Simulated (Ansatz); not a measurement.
# Sc3CrN: relaxing a made-up structure, part 2 of 2

This structure for Sc3CrN is made up. Its elements were placed in a known structure type with a cell scaled to their sizes. What cell does the guess relax to, and how far off was it?

Ansatz 0.2.0; DFT, PBE, plane-wave PAW, files of the set soft_1, scalar-relativistic, ferromagnetic start, cell and ions relaxed at zero pressure; PAW set soft_1 (the session's first sound run).

So far: Starting point; Relaxation of the guess. The relaxed cell has a = 4.451 Å (conventional setting).

## Step 3: Bands of the relaxed cell

With the geometry fixed, one more self-consistent run, with a narrower smearing and the mesh shown in its input, gives the bands, and its pressure, and its forces where symmetry allows any, show how far the geometry depends on these settings.

This step: DFT, PBE, plane-wave PAW, files of the set soft_1, scalar-relativistic, ferromagnetic start, bands and density of states at the relaxed cell; PAW set soft_1 (Ansatz 0.2.0).

input.yaml

```yaml
crystal:
  lattice:
    - [4.451034871, 0.0, 0.0]
    - [0.0, 4.451034871, 0.0]
    - [0.0, 0.0, 4.451034871]
  atoms:
    - { symbol: Cr, position: [0.0, 0.0, 0.0], spin: 3.7 }
    - { symbol: Sc, position: [0.5, 0.0, 0.5] }
    - { symbol: Sc, position: [0.0, 0.5, 0.5] }
    - { symbol: Sc, position: [0.5, 0.5, 0.0] }
    - { symbol: "N", position: [0.5, 0.5, 0.5] }
magnetization:
  spin_polarized: true
kpoints:
  mp_grid: { grid: [8, 8, 8] }
  band_path:
    path:
      - [[0.0, 0.0, 0.0], [0.0, 0.5, 0.0], [0.5, 0.5, 0.0], [0.0, 0.0, 0.0], [0.5, 0.5, 0.5], [0.0, 0.5, 0.0]]
      - [[0.5, 0.5, 0.0], [0.5, 0.5, 0.5]]
    npoints: 13
scf:
  occupations: { method: fermi_dirac, width: 0.03 }
  n_extra_bands: 11
hamiltonian:
  xc: pbe
  pseudopotentials: { kind: paw, azcp: { folder: soft_1 } }
output:
  forces: true
  stress: true
  write_bands: true
  dos: { projected: true }
  write_density: true
  write_potential: true
  elf: true
  volumetric_format: npy
```

Run with:

```console
ansatz run input.yaml --threads 4 --pin off --max-ram 8192MiB --backend cpu --events-out ev --progress --plain --runs-dir out
```

Numbers of over 12 decimals in the logs are rounded to 6 here.

The log of the run:

```text
[...]
Crystal: 5 atoms, lattice volume = 88.183 Å³
Basis set: ecut = 420 eV, 1743 PW (Γ), exchange–correlation on 60×60×60 points (8 copies of the dense FFT grid, shifted against one another)
Bands: 37, of which v1, the nominal top of the filled ones, is band 26 counted from 1 (25 counted from 0)
Symmetry: 48 space group operations
[...]
k-points: 35 of 512
[...]
Starting moments: Σ|m| = 3.7 μB on 1 of 5 sites
[...]
SCF iter   1: F=—  HF=-10171.245731 eV  |F-HF|=—  |Δ(HF+E_count)|=         —  Δρ=6.77e-2 (↑6.77e-2 ↓3.32e-2)  dr2=1.19e1  dr2_m=2.81e-1  M=3.318 μB ∫|m|=3.842 μB  β_m=0.30  ethr=3.10e-3  ⟨swp⟩=3.3  Hψ=7939  notcnv=0
[...]
SCF iter  14: F=-10171.986436 eV  HF=-10171.986436 eV  |F-HF|=2.44e-8  |Δ(HF+E_count)|=   1.66e-7  Δρ=3.74e-6 (↑3.74e-6 ↓1.62e-6)  dr2=2.74e-8  dr2_m=2.41e-9  M=4.470 μB ∫|m|=4.728 μB  ethr=3.76e-11  ⟨swp⟩=9.6  Hψ=15376  notcnv=0
SCF 1 converged in 14 iterations: F = -10171.986436 eV  dr2 = 2.74e-8
[...]
NSCF: frozen V_eff on 80 k-points
SCF converged after 14 iterations
Magnetization: 4.4698 μB (28.2349 up, 23.7651 down)
Absolute magnetization: 4.7690 μB (∫|ρ↑−ρ↓|, with the PAW one-centre terms)
[...]
Per-site moments (μB) at R_I (Å): [(3.766734, 1.298285), (0.022775, 0.918026), (0.022775, 0.918026), (0.022775, 0.918026), (0.026848, 0.918026)]
Free energy (F): -10171.986436 eV
[...]
Internal energy: -10171.964845 eV  (E = F + TS)
E sigma→0 (E₀):  -10171.975640 eV
Entropy (-TS):   -0.021591 eV (-4.318 meV/atom)
Fermi energy:    10.982032 eV
[...]
--- Stress (GPa, compression-positive) ---
        0.107779      -0.000000      -0.000000
        0.000000       0.107779       0.000000
        0.000000       0.000000       0.107779
  P = ⅓ Tr σ = 0.1078 GPa (1.078 kbar)
--- Band table (eV; the first three rows and the last of 70) ---
  k-point 0 ↑: bands = [... 22 lower, 8.6511, 9.0892, 9.0892, 9.0892, 11.4270, 11.4270, 11.4270, 12.2035, ... 7 higher]
  k-point 1 ↑: bands = [... 22 lower, 8.7381, 9.1274, 9.2010, 9.2010, 11.3882, 11.4044, 11.4044, 11.9653, ... 7 higher]
  k-point 2 ↑: bands = [... 22 lower, 8.8806, 9.2272, 9.4398, 9.4398, 11.2129, 11.2533, 11.2533, 11.2847, ... 7 higher]
  k-point 34 ↓: bands = [... 22 lower, 11.0096, 11.0096, 11.4544, 11.4544, 11.4544, 12.5145, 12.5145, 12.5145, ... 7 higher]
```

It took 8.6 s on 4 threads of Arm Neoverse V2, shared host; peak memory 0.56 GiB; 32 s of CPU time.

Numbers from this step:

- free energy: -10171.9864 eV
- energy at zero smearing: -10171.9756 eV
- smearing term TS: 0.02159 eV
- Fermi energy: 10.98 eV
- magnetization: 4.470 μB
- absolute magnetization: 4.769 μB
- site moments: 3.767, 0.02278, 0.02278, 0.02278, 0.02685 μB
- pressure: 0.1078 GPa

From bands.tsv, the bands that come nearest the Fermi level along the path, at its corners, in eV from the Fermi level:

| point | band_26_up | band_27_up | band_28_up | band_21_dn | band_22_dn | band_23_dn | band_24_dn | band_25_dn |
| --- | --- | --- | --- | --- | --- | --- | --- | --- |
| Γ | 0.44 | 0.44 | 0.44 | -1.37 | -1.37 | -0.56 | -0.56 | -0.56 |
| X | -0.89 | -0.18 | -0.18 | -2.14 | -0.43 | 0.17 | 0.26 | 0.26 |
| M | -1.14 | -0.91 | -0.16 | -0.82 | -0.82 | 0.30 | 0.45 | 0.61 |
| Γ | 0.44 | 0.44 | 0.44 | -1.37 | -1.37 | -0.56 | -0.56 | -0.56 |
| R | -0.03 | -0.03 | -0.03 | 0.03 | 0.03 | 0.03 | 0.47 | 0.47 |
| X | -0.89 | -0.18 | -0.18 | -2.14 | -0.43 | 0.17 | 0.26 | 0.26 |
| M | -1.14 | -0.91 | -0.16 | -0.82 | -0.82 | 0.30 | 0.45 | 0.61 |
| R | -0.03 | -0.03 | -0.03 | 0.03 | 0.03 | 0.03 | 0.47 | 0.47 |

Site moment by atom:

| atom | site moment (μB) |
| --- | --- |
| Cr1 | 3.77 |
| Sc2 | 0.02 |
| Sc3 | 0.02 |
| Sc4 | 0.02 |
| N5 | 0.03 |

Spin density in the ac plane at fractional y = 0.500, with atoms of Sc and N within 0.2 Å of it.

Values in units of 1e-2 e/Å³, 14 rows by 14 columns, each cell a mean:
```
-0.9 -0.8 -0.8 -1.0 -1.6 -1.6  0.6  0.8 -0.1 -1.9 -1.4 -0.9 -0.8 -0.9
-0.9 -0.8 -0.6 -0.6 -0.8 -0.8 -0.2 -0.2 -0.4 -0.8 -0.7 -0.6 -0.7 -0.8
-1.0 -0.8 -0.5 -0.3 -0.3 -0.2  0.0  0.1  0.0 -0.2 -0.3 -0.4 -0.6 -0.9
-1.6 -1.1 -0.5 -0.2 -0.1  0.0  0.2  0.2  0.1  0.0 -0.1 -0.3 -0.7 -1.4
-2.3 -1.5 -0.5 -0.1  0.0  0.2  0.5  0.7  0.4  0.1  0.0 -0.2 -0.8 -1.9
 0.5 -0.3 -0.3  0.0  0.2  0.6  1.5  1.8  1.2  0.4  0.1  0.0 -0.4 -0.1
 1.7  0.3 -0.1  0.2  0.3  1.1  2.1  2.2  1.8  0.7  0.2  0.1 -0.2  0.8
 1.5  0.1 -0.2  0.1  0.3  0.8  1.9  2.1  1.5  0.5  0.2  0.0 -0.2  0.6
-1.7 -1.3 -0.5 -0.1  0.1  0.3  0.8  1.1  0.6  0.2  0.0 -0.2 -0.8 -1.6
-2.0 -1.3 -0.5 -0.2 -0.1  0.1  0.3  0.3  0.2  0.0 -0.1 -0.3 -0.8 -1.6
-1.1 -0.9 -0.5 -0.3 -0.2 -0.1  0.1  0.2  0.0 -0.1 -0.2 -0.3 -0.6 -1.0
-0.9 -0.7 -0.6 -0.5 -0.5 -0.5 -0.2 -0.1 -0.3 -0.5 -0.5 -0.5 -0.6 -0.8
-0.9 -0.8 -0.7 -0.9 -1.3 -1.3  0.1  0.3 -0.3 -1.5 -1.1 -0.8 -0.8 -0.8
-0.9 -0.9 -0.9 -1.1 -2.0 -1.7  1.5  1.7  0.5 -2.3 -1.6 -1.0 -0.9 -0.9
```
Columns run along a (4.5 Å), rows up along c (4.5 Å). Atoms in or near the plane, at fractional coordinates: Sc at (0.00, 0.50), Sc at (0.50, 0.00), N at (0.50, 0.50).

Valence density in the ac plane at fractional y = 0.500, with atoms of Sc and N within 0.2 Å of it. It is the smooth field of the valence electrons, not physical close to the nuclei.

Values in e/Å³, 14 rows by 14 columns, each cell a mean:
```
0.1 0.1 0.1 0.2 0.5 2.6 6.1 7.1 4.8 1.5 0.3 0.1 0.1 0.1
0.1 0.1 0.1 0.1 0.3 1.1 2.8 3.4 2.1 0.6 0.2 0.1 0.1 0.1
0.1 0.1 0.1 0.1 0.2 0.3 0.6 0.8 0.5 0.2 0.1 0.1 0.1 0.1
0.4 0.3 0.2 0.1 0.2 0.3 0.4 0.5 0.4 0.2 0.2 0.1 0.2 0.3
1.9 1.2 0.4 0.2 0.3 0.6 1.0 1.2 0.8 0.4 0.2 0.2 0.6 1.5
5.8 3.8 1.2 0.4 0.5 1.2 2.4 2.8 1.9 0.8 0.4 0.5 2.1 4.8
8.3 5.9 2.0 0.5 0.6 1.7 3.2 3.4 2.8 1.2 0.5 0.8 3.4 7.1
7.2 4.9 1.6 0.4 0.6 1.5 2.9 3.2 2.4 1.0 0.4 0.6 2.8 6.1
3.3 2.0 0.6 0.3 0.4 0.8 1.5 1.7 1.2 0.6 0.3 0.3 1.1 2.6
0.7 0.4 0.2 0.1 0.2 0.4 0.6 0.6 0.5 0.3 0.2 0.2 0.3 0.5
0.2 0.1 0.1 0.1 0.1 0.3 0.4 0.5 0.4 0.2 0.1 0.1 0.1 0.2
0.1 0.1 0.1 0.1 0.2 0.6 1.6 2.0 1.2 0.4 0.2 0.1 0.1 0.1
0.1 0.1 0.1 0.1 0.4 2.0 4.9 5.9 3.8 1.2 0.3 0.1 0.1 0.1
0.1 0.1 0.1 0.2 0.7 3.3 7.2 8.3 5.8 1.9 0.4 0.1 0.1 0.1
```
Columns run along a (4.5 Å), rows up along c (4.5 Å). Atoms in or near the plane, at fractional coordinates: Sc at (0.00, 0.50), Sc at (0.50, 0.00), N at (0.50, 0.50).

Electrostatic potential energy in the ac plane at fractional y = 0.500, with atoms of Sc and N within 0.2 Å of it. With pseudopotentials it is smooth inside the atoms' cores, unlike the true potential.

Ten even steps from '_' (-47 eV) to '@' (14 eV), each cell a mean:
```
@@@@@@%%##--____..++##@@@@@@
@@@@@@@@%%++----==**%%@@@@@@
@@@@@@@@%%%%##**##%%@@@@@@@@
##%%%%@@@@@@%%%%@@@@@@@@%%##
==++##%%@@@@####%%@@@@%%**++
__::++%%@@##--::==%%@@##==..
__..==##%%++..__::##%%**--__
__..==%%%%**::..--##%%##--__
::==**%%@@%%**++##@@@@%%++--
**##%%@@@@@@%%%%@@@@@@%%%%##
%%%%@@@@@@%%%%##%%%%@@@@@@%%
@@@@@@@@%%**====++##%%@@@@@@
@@@@@@%%##==....::++%%@@@@@@
@@@@@@%%**::______==##@@@@@@
```
Columns run along a (4.5 Å; values clipped at the 3rd and 97th percentile), rows up along c (4.5 Å). Atoms in or near the plane, at fractional coordinates: Sc at (0.00, 0.50), Sc at (0.50, 0.00), N at (0.50, 0.50).

## Step 4: Outcome

| Property | Result |
| --- | --- |
| space group, relaxed | Pm-3m |
| conventional cell | a = 4.451, b = 4.451, c = 4.451 Å; α = 90.0°, β = 90.0°, γ = 90.0° |
| volume per atom | 17.64 Å³ (guess 15.45) |
| total moment | 4.23 μB in the cell of 5 atoms |

What this shows: Sc3CrN relaxes to Pm-3m with a = 4.451, b = 4.451 and c = 4.451 Å. The guessed volume was 12 % too small. The space group Pm-3m was held in the relaxation, so the end point is a stationary structure within it and may be a saddle against distortions or other arrangements. The input starts from parallel moments, and no other start was typed. Bands cross the Fermi level, so it is a metal or semimetal at this level. On the 8×8×8 mesh with the narrower smearing (relaxed on 6×6×6) the forces vanish, as symmetry may demand, and the largest stress component is 0.108 GPa, against the relaxation's thresholds of 0.015 eV/Å and 0.05 GPa. The cutoff wasn't tested. No dispersion term is used, so weakly bound directions may come out too long. Nothing here tests whether the compound is stable against decomposition.

[Logs are printed without paths, hosts, clocks, repeated set-up lines and the standing remarks that a program may print on its own settings, such as how far it seeks lower states.]

[Hosts, paths, dates, database ids (printed as entryN), source tags and the programs' standing remarks are cut or masked in the printed files.]
